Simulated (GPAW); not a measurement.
Consider CuAu (P4/mmm).

```
Au Cu
1.0
     2.81075    0.00000    0.00000
     0.00000    2.81075    0.00000
     0.00000    0.00000    3.68500
Au Cu
1 1
Direct
  0.00000 0.00000 0.00000
  0.50000 0.50000 0.50000
```

Absorber: atom 2, with 8 Au at 2.71 Å and 4 Cu at 2.81 Å (distorted cuboctahedral, site symmetry 4/mmm). Method: GPAW, revPBE, excited-electron core hole (neutral cell), 8-atom cell with 5.4 Å between holes, 7×7×7 k points, dipole transitions, Gaussian full width 1.55 eV up to 4 eV, rising linearly to 3.5 eV at 25 eV, without spin-orbit coupling.

The database entry behind the starting cell is an old determination (1936), so it need not match the best structure at ambient conditions.

Where do the maxima of the Cu K edge fall?

Main maxima up to 30 eV above the zero (height): 10.8 eV (1.63) and 19.2 eV (1.20). A K edge sees empty p states on the absorber. The total-energy difference is 9010.42 eV. One term is added: -29.93 eV, since the hole is spin-paired here and a spin-polarised one costs that much less in the free atom (computed apart). The photon energy is then 8980.49 eV. The tabulated edge of the element is 8979 eV. The functional leaves an error of a few eV in such absolute values.

The Cu K spectrum (energy from the lowest empty level; intensity scaled to a mean of 1 over the first 20 eV; polarised curves are means over the symmetry-equivalent atoms):

| E (eV) | isotropic | ε ⊥ c | ε ∥ c |
| --- | --- | --- | --- |
| -2.00 | 0.00 | 0.00 | 0.00 |
| -1.25 | 0.01 | 0.01 | 0.01 |
| -0.50 | 0.10 | 0.10 | 0.11 |
| 0.25 | 0.31 | 0.33 | 0.28 |
| 1.00 | 0.46 | 0.50 | 0.40 |
| 1.75 | 0.48 | 0.50 | 0.45 |
| 2.50 | 0.47 | 0.47 | 0.46 |
| 3.25 | 0.47 | 0.46 | 0.48 |
| 4.00 | 0.51 | 0.49 | 0.54 |
| 4.75 | 0.54 | 0.53 | 0.57 |
| 5.50 | 0.61 | 0.60 | 0.64 |
| 6.25 | 0.74 | 0.75 | 0.73 |
| 7.00 | 0.93 | 0.97 | 0.85 |
| 7.75 | 1.13 | 1.20 | 0.99 |
| 8.50 | 1.32 | 1.39 | 1.18 |
| 9.25 | 1.49 | 1.53 | 1.40 |
| 10.00 | 1.59 | 1.60 | 1.56 |
| 10.75 | 1.63 | 1.61 | 1.68 |
| 11.50 | 1.60 | 1.54 | 1.72 |
| 12.25 | 1.49 | 1.40 | 1.65 |
| 13.00 | 1.33 | 1.25 | 1.51 |
| 13.75 | 1.19 | 1.12 | 1.33 |
| 14.50 | 1.06 | 1.02 | 1.15 |
| 15.25 | 0.98 | 0.97 | 1.01 |
| 16.00 | 0.95 | 0.97 | 0.91 |
| 16.75 | 0.98 | 1.03 | 0.88 |
| 17.50 | 1.05 | 1.11 | 0.94 |
| 18.25 | 1.14 | 1.18 | 1.06 |
| 19.00 | 1.19 | 1.20 | 1.17 |
| 19.75 | 1.18 | 1.16 | 1.22 |
| 20.50 | 1.11 | 1.07 | 1.18 |
| 21.25 | 1.00 | 0.96 | 1.08 |
| 22.00 | 0.90 | 0.86 | 0.97 |
| 22.75 | 0.82 | 0.79 | 0.87 |
| 23.50 | 0.75 | 0.74 | 0.78 |
| 24.25 | 0.71 | 0.71 | 0.70 |
| 25.00 | 0.67 | 0.70 | 0.62 |
| 25.75 | 0.65 | 0.69 | 0.56 |
| 26.50 | 0.63 | 0.69 | 0.52 |
| 27.25 | 0.63 | 0.70 | 0.50 |
| 28.00 | 0.64 | 0.70 | 0.51 |
| 28.75 | 0.64 | 0.70 | 0.54 |
| 29.50 | 0.66 | 0.71 | 0.58 |
| 30.25 | 0.70 | 0.73 | 0.64 |
| 31.00 | 0.77 | 0.79 | 0.72 |
| 31.75 | 0.86 | 0.88 | 0.84 |

The script folds with a Gaussian, whereas the core hole's own line is a Lorentzian, so the onset is too steep and the first peak too high. The holes are only 5.4 Å apart, so the shape is probably not converged with cell size; no larger cell was run here. The structure is a published determination, not relaxed.

[Banner, clock and machine lines of the logs are left out without a mark of their own.]

[Logs are printed without paths, hosts, clocks, repeated set-up lines and the standing remarks that a program may print on its own settings, such as how far it seeks lower states.]

[Hosts, paths, dates, database ids (printed as entryN), source tags and the programs' standing remarks are cut or masked in the printed files.]

[Lists of maxima count a maximum above −3 eV only where it reaches 4 % of the highest in the window and stands out from its surroundings by 2 % of it (1.5 % where it reaches 55 %); shoulders and weaker maxima are passed over, and of the rest the first, up to two pre-edge ones and the few strongest are named.]
